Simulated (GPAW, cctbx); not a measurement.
# Mg3FeS4: deformation density and structure factors from DFT

Question: by how much does bonding change the X-ray structure factors of Mg3FeS4, and what does a routine refinement make of it?

The cell comes from substitution in a known structure type and wasn't matched to any measured phase. All numbers below are calculated.

## Step 1: Find the equilibrium geometry

The density hangs on the geometry, so cell and atoms are relaxed first, with the symmetry held. The cutoff is set higher than for the density because stress converges slowly with plane waves.

Settings: GPAW 26.7.0, PBE, 570 eV, 3×3×3 k-points, Fermi–Dirac width 0.05 eV, spin-polarised, BFGS to 0.03 eV/Å.

```text
cell
1.0
     5.437000000    0.000000000    0.000000000
     0.000000000    5.437000000    0.000000000
     0.000000000    0.000000000    5.437000000
Fe S Mg
1 4 3
Direct
0.000000000 0.000000000 0.000000000
0.249200000 0.249200000 0.249200000
0.249200000 0.750800000 0.750800000
0.750800000 0.249200000 0.750800000
0.750800000 0.750800000 0.249200000
0.000000000 0.500000000 0.500000000
0.500000000 0.000000000 0.500000000
0.500000000 0.500000000 0.000000000
```

```console
$ OMP_NUM_THREADS=1 mpirun -n 4 gpaw python run.py > gpaw.log
```

```text
BFGS:    0      -38.494360        0.941831
BFGS:    1      -38.558118        0.886755
BFGS:    2      -38.851253        0.426977
BFGS:    3      -38.870110        0.402734
BFGS:    4      -38.951387        0.227233
BFGS:    5      -38.960813        0.083144
BFGS:    6      -38.962053        0.007873
cell  5.6270 5.6270 5.6270  90.00 90.00 90.00
volume 178.165 A^3, largest force 0.004 eV/A, largest stress 0.04 GPa
```

After 6 steps the volume has changed by +10.9 % and the energy by -0.468 eV; the largest stress left is 0.04 GPa. It took 2.3 min on 4 cores of Arm Neoverse N1 (shared host), peak memory 1.2 GiB.

Relaxed structure: P-43m (no. 215), a = 5.6270 Å, b = 5.6270 Å, c = 5.6270 Å, α = 90.00°, β = 90.00°, γ = 90.00°.

| atom | mult. | x | y | z |
| --- | --- | --- | --- | --- |
| Fe1 | 1 | 0 | 0 | 0 |
| S1 | 4 | 0.2423 | 0.2423 | 0.2423 |
| Mg1 | 3 | 0 | 1/2 | 1/2 |

## Step 2: Density and charge transfer

X-rays see the whole electron density, so the PAW density is rebuilt with its core regions. Subtracting spherical free atoms from the same code cancels the cores and leaves the deformation density Δρ, the part due to bonding.

Settings: PBE, 450 eV, 4×4×4 k-points, Fermi–Dirac width 0.05 eV, spin-polarised; primitive cell of 8 atoms.

```console
$ OMP_NUM_THREADS=1 mpirun -n 4 gpaw python run.py > gpaw.log
```

```text
|iter:   1|       0s |  -39.890821 | +0.04 |       |  +3.0048|
|iter:   2|       3s |  -39.635837 | -1.28 | -0.99 |  +3.0546|
|iter:   3|       6s |  -39.363769 | -0.89 | -1.03 |  +3.5362|
...
|iter:  10|      24s |  -38.819853c| -6.32 | -4.12c|  +4.0001|
|iter:  11|      26s |  -38.819853c| -7.14 | -4.76c|  +4.0000|
|iter:  12|      28s |  -38.819853c| -7.52c| -5.37c|  +4.0000|
```

```text
grid (56, 56, 56)  electrons 126.000  moved by bonding 2.045 e
deformation density beyond 0.5 A of the nuclei: max 0.529, min -0.222 e/A^3
atom        x       y       z   Voronoi charge  moment
Fe1    0.0000  0.0000  0.0000      0.159       3.21
S 2    0.2423  0.2423  0.2423     -0.317       0.05
S 3    0.2423  0.7577  0.7577     -0.317       0.05
S 4    0.7577  0.2423  0.7577     -0.317       0.05
S 5    0.7577  0.7577  0.2423     -0.317       0.05
Mg6    0.0000  0.5000  0.5000      0.370       0.01
Mg7    0.5000  0.0000  0.5000      0.370       0.01
Mg8    0.5000  0.5000  0.0000      0.370       0.01
mean inner potential of superposed free atoms 11.425 V
total magnetic moment 4.000 muB
```

Deformation density in a plane through the shortest contact of the Fe atom at the origin, in 0.01 e/Å³ (clipped at ±99); x from -1.6 to 4.0 Å, y from 2.4 down to -2.4 Å:

```text
 12   1   .   .  -1   1   0  -1  -1  -1  -1  -1  -1  -1  -1  -1
 11   1   .   .  -2   1   0  -1  -1  -1  -1  -1  -1  -1  -2  -2
  5   3   4   8   7   3   0  -1  -1  -1  -1   0   0  -1  -1  -2
  2   4   8  10   6   2  -1  -1   0   0   0   2   2   1   0  -1
  0   1   2   1  -3   3   1   0   2   1  -1   2   5   4   1  -1
 -2  -3  -4  -4   .  59   4   3   8   4  -6   .   0   2   1   0
 -3  -5  -8 -24   .   . -12   3  11   7   .   .  -7  -1   1   0
 -2  -4  -3  17   . -21  -4   2   8   4  -3   .   3   3   1   0
 -1  -2  -1   2  -1  -8  -5  -1   3   4   5  11  12   6   1  -1
 -1  -1  -1  -2  -3  -5  -4  -2   0   2   4   8   7   3  -2  -3
 -1  -1  -1  -1  -2  -2  -2  -2  -1  -1  -1   0  -1  -1  -4  -4
 -1  -1  -1  -1  -1  -2  -2  -2  -2  -3  -4  -5   0   .   0  -2
 -1  -1  -1  -1  -1  -2  -2  -2  -2  -3  -5  -5   .   .   .  -1
```

Atoms in or within 0.15 Å of the plane: Fe (0.0, 0.0), S (2.4, 0.0), S (-0.8, 2.2), Mg (3.2, -2.3) Å. Dots mark points within about 0.45 Å of a nucleus; large values next to them are atomic features.

S gains most (-0.32 e) and Mg loses most (+0.37 e), as electronegativity suggests. Such charges fall far short of formal ones, since overlapping free atoms already put density on their neighbours. Along the shortest contact from the Fe atom at the map's origin, Fe–S at 2.36 Å, Δρ is +0.08 e/Å³ at the midpoint and highest, +0.12, 1.41 Å from Fe (points within 0.5 Å of a nucleus left out): little sits at the middle, as in a polar contact, whose build-up shifts to the more electronegative atom. At the midpoints of other shortest contacts it is +0.09 (S–Mg, 2.46 Å) e/Å³. Point values carry grid noise of about 0.01 e/Å³. The cell's moment is 4.00 μB; the largest inside an atomic sphere is 3.21 μB. The run needed 12 iterations, 39 s.

## Step 3: From the density to structure factors

The Fourier components of Δρ, added to those of the free atoms, give the static X-ray structure factors; the Mott–Bethe relation turns them into the Fourier components V of the potential that fast electrons feel.

```text
static structure factors of the conventional cell: F in electrons, V (Mott-Bethe) in volts
   h  k  l      d  |F| table  |F| free   |F| DFT   change   |V| free  |V| DFT  change %
   0  1  0  5.6270    16.182    16.180    16.344    0.164     0.749    0.615    -17.8
   0  1  1  3.9789    12.904    12.887    13.000    0.113     0.514    0.468     -8.9
   1  1  1  3.2487    70.466    70.523    71.270    0.747     5.017    4.802     -4.3
   0  2  0  2.8135     1.284     1.163     0.594   -0.569     0.583    0.467    -19.9
   0  2  1  2.5165     9.191     9.115     9.219    0.104     0.293    0.276     -5.8
   1  2  1  2.2972    11.602    11.529    11.606    0.078     0.503    0.496     -1.5
   0  2  2  1.9894    81.727    81.626    81.525   -0.101     4.457    4.467      0.2
   1  2  2  1.8757    11.797    11.723    11.725    0.002     0.485    0.485     -0.0
   0  3  0  1.8757     4.385     4.298     4.439    0.141     0.039    0.027    -32.4
   0  3  1  1.7794     9.401     9.331     9.410    0.079     0.344    0.337     -1.9
   1  3  1  1.6966    53.401    53.316    52.994   -0.321     2.619    2.645      1.0
   2  2  2  1.6244     3.349     3.140     3.623    0.483     0.288    0.319     10.8
   0  3  2  1.5606    13.964    13.929    13.926   -0.002     0.582    0.583      0.0
   1  3  2  1.5039     9.531     9.502     9.476   -0.026     0.362    0.363      0.4
```

The largest X-ray change is +0.75 e on 111, 1.1 % of |F|. For electrons V goes as (Z − F)/g², and among components above 0.1 V the largest relative change is this: |V| of 020 moves by -19.9 % (0.58 to 0.47 V) against -48.9 % in |F|. The last three rows still change by up to 0.48 e; the table stops while the angles are still low. The tabulated Hartree–Fock atoms differ from the free DFT atoms by up to 0.21 e, so the choice of reference atom matters too.

## Step 4: What a spherical-atom refinement makes of it

Routine crystallography fits spherical atoms. To see the bias, intensities are simulated from tabulated atoms plus the DFT change ΔF, so that bonding alone can misfit (6030 reflections of the full sphere, merged to the counts below, to 0.5 Å, 1 % proportional noise plus counting noise, assumed isotropic U as listed, Δρ smeared by the mean U) and refined with cctbx over different ranges.

| range | data | R1 | GooF | U Fe1 (true 0.0069) | U S1 (true 0.0081) | U Mg1 (true 0.0087) | largest shift (Å) | Δρ max, min (e/Å³) |
| --- | --- | --- | --- | --- | --- | --- | --- | --- |
| all data | 327 | 0.0053 | 1.41 | 0.0069 | 0.0081 | 0.0088 | 0.0001 | 0.24, -0.17 |
| low resolution, d > 0.84 | 80 | 0.0057 | 2.18 | 0.0069 | 0.0082 | 0.0088 | 0.0002 | 0.06, -0.06 |
| high order, d < 0.75 | 217 | 0.0052 | 1.04 | 0.0070 | 0.0081 | 0.0088 | 0.0001 | 0.18, -0.14 |
| occupancies free, d > 0.7 | 127 | 0.0051 | 1.81 | 0.0069 | 0.0082 | 0.0086 | 0.0002 | 0.08, -0.06 |

With all data GooF is 1.41, so the misfit of spherical atoms stands above the noise; the top residual peak lies 0.54 Å from Fe and 2.10 Å from S. No U is off by more than 3 s.u. at low resolution. With Fe1 held at 1 and the scale free, the other occupancies refine to S1 1.001(0.002) and Mg1 0.995(0.002), within three s.u. of full.

## Step 5: Answer

Bonding moves 2.04 e in the primitive cell of Mg3FeS4 and changes the structure factors of the conventional cell in the table above by at most 0.75 e (111, 1.1 %), and among reflections above 2 % of the strongest by up to 15.4 % (222). The shortest bond, Fe–S, has Δρ = +0.08 e/Å³ at its midpoint, low for a shared bond; with the charge transfer this is a polar contact. With all data GooF is 1.41, so the misfit of spherical atoms stands above the noise. Limits: static density, frozen cores, no spin–orbit coupling; a ferromagnetic start is the only order tried, and the real ground state may be antiferromagnetic or insulating; no Hubbard U on Fe.

[Outputs are excerpts: Python notices, other lines and further rows are left out; steps that failed or that the build refused (PBEsol, TPSS) are not shown.]

[Logs are printed without paths, hosts, clocks, repeated set-up lines and the standing remarks that a program may print on its own settings, such as how far it seeks lower states.]
